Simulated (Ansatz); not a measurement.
# CdCu2GeSe4 (I-42m): spin-orbit coupling beyond the local functionals

Wanted: gaps of CdCu2GeSe4 (I-42m) with and without spin-orbit coupling, with cost.

Calculated with Ansatz 0.2.0; density functionals with and without spin-orbit coupling, plane waves, PAW.

**Experimental background.**

- Gap 1.2 eV: direct allowed gap from extrapolation of (alpha h nu)^2; optical absorption; 300 K; bulk crystal (single crystal grown by horizontal Bridgman method, annealed at 770 K) (“Specific features of band structure and optical anisotropy of Cu2CdGeSe4 quaternary compounds”, 2013, arxiv:1311.6753).

Report form: the programs' logs are mostly left out.

## 1. The starting structure

The structure is tetragonal, space group I-42m (No. 121). The conventional cell has a = 5.748 Å, b = 5.748 Å, c = 11.053 Å, α = 90.00°, β = 90.00°, γ = 90.00°. Nearest to Cd lie 4 Se at 2.65 Å. Nearest to Cu lie 4 Se at 2.41 Å. Nearest to Ge lie 4 Se at 2.38 Å. Nearest to Se lie 1 Ge at 2.38 Å and 2 Cu at 2.41 Å and 1 Cd at 2.65 Å. Farther neighbours and most contacts between anions are not listed.

The cell and positions come from the Crystallography Open Database and are kept as given unless a step says otherwise.

## 2. HSE06, 4×4×4 mesh

This step: DFT, HSE06, plane waves, PAW; PAW set soft_1.

The input, input.yaml:

```yaml
crystal:
  lattice:
    - [-2.8741, 2.8741, 5.52665]
    - [2.8741, -2.8741, 5.52665]
    - [2.8741, 2.8741, -5.52665]
  atoms:
    - { symbol: Cd, position: [0.0, 0.0, 0.0] }
    - { symbol: Cu, position: [0.25, 0.75, 0.5] }
    - { symbol: Cu, position: [0.75, 0.25, 0.5] }
    - { symbol: Ge, position: [0.5, 0.5, 0.0] }
    - { symbol: Se, position: [0.4042, 0.4042, 0.541] }
    - { symbol: Se, position: [0.5958, 0.1368, 0.0] }
    - { symbol: Se, position: [0.8632, 0.8632, 0.459] }
    - { symbol: Se, position: [0.1368, 0.5958, 0.0] }
kpoints:
  mp_grid: { grid: [4, 4, 4] }
  band_path:
    path:
      - [0.0, 0.0, 0.0]
      - [0.0, 0.0, 0.5]
      - [0.25, 0.25, 0.25]
      - [0.0, 0.5, 0.0]
      - [0.5, 0.5, -0.5]
      - [0.31761139, 0.68238861, -0.31761139]
      - [-0.31761139, 0.31761139, 0.31761139]
      - [-0.13522277, 0.13522277, 0.5]
    npoints: 1
hamiltonian:
  xc: hse06
  pseudopotentials: { kind: paw, azcp: { folder: soft_1 } }
scf:
  occupations: { method: fixed }
  n_extra_bands: 6
output:
  eigenvalues: true
```

Run with:

```bash
$ ansatz run input.yaml --threads 24 --pin off --max-ram 82944MiB --backend cuda --events-out ev --progress --plain --runs-dir out --devices 1 --max-vram 78GiB
```

Wall time 11 s (1 × NVIDIA GB200 (shared by 2 runs) with 24 threads of Arm Neoverse V2, shared host); peak memory 1.9 GiB; 2 min of CPU time.

This step gave:

```
gap                     : 0.9650 eV
valence top at          : Γ
conduction bottom at    : Γ
least direct gap        : 0.9650 eV
exact-exchange fraction : 0.25
```

The gap is direct, at Γ.

## 3. HSE06+SOC, 4×4×4 mesh

Spin-orbit coupling can split or shift the edges; a non-collinear run measures by how much.

This step: DFT, HSE06 with spin-orbit coupling, plane waves, PAW; PAW set soft_1.

input.yaml: that of step 2 with these lines changed.

```diff
@@ -29,6 +29,9 @@
   xc: hse06
-  pseudopotentials: { kind: paw, azcp: { folder: soft_1 } }
+  pseudopotentials: { kind: paw_fr, azcp: { folder: soft_1 } }
 scf:
-  occupations: { method: fixed }
-  n_extra_bands: 6
+  occupations: { method: fermi_dirac, width: 0.02 }
+  n_extra_bands: 12
+magnetization:
+  noncollinear: true
+  spin_orbit: true
 output:
```

It took 61 s on 1 × NVIDIA GB200 (shared by 2 runs) with 24 threads; peak memory 5.5 GiB; 14 min of CPU time.

Numbers from this step:

| Quantity | Value |
| --- | --- |
| gap | 0.8862 eV |
| valence top at | Γ |
| conduction bottom at | Γ |
| least direct gap | 0.8862 eV |
| exact-exchange fraction | 0.25 |

The gap stands −0.08 eV against HSE06.

## 4. Together

Times are wall times on 1 × NVIDIA GB200 (shared by 2 runs) with 24 threads of Arm Neoverse V2, shared host, good to a factor of about two.

| level | gap (eV) | with coupling (eV) | change (eV) | time | with coupling |
| --- | --- | --- | --- | --- | --- |
| HSE06 | 0.97 | 0.89 | −0.08 | 11 s | 61 s |

## 5. What came out

```yaml
hse06: 0.97 eV
hse06_soc: 0.89 eV
```

In words: Spin-orbit coupling changes the gap by −0.08 eV and the least direct gap by −0.08 eV. Against experiment, by HSE06+SOC: the direct gap of 0.89 eV lies −0.31 eV from the measured 1.2 eV (direct, 300 K, 2013). An exciton line or allowed optical edge lies below the quasiparticle gap by the binding energy; a forbidden edge can push the onset above it. The lattice is static and excitons are left out. The runs have no spin polarisation. For a closed low-spin shell that is the natural state; where a d or f shell is open it is a constraint, and the gap is then not the crystal's own.

[Paths, hosts, dates, memory and timing lines, banners, echoed tables and standing remarks are left out of the program output.]

[Logs are printed without paths, hosts, clocks, repeated set-up lines and the standing remarks that a program may print on its own settings, such as how far it seeks lower states.]

[Runs of the session that timed out or met a known fault of the program may be left out.]

[Cells called generated may have been cut or substituted from an entry of the Crystallography Open Database or the Materials Project.]

[Hosts, paths, dates, database ids (printed as entryN), source tags and the programs' standing remarks are cut or masked in the printed files.]
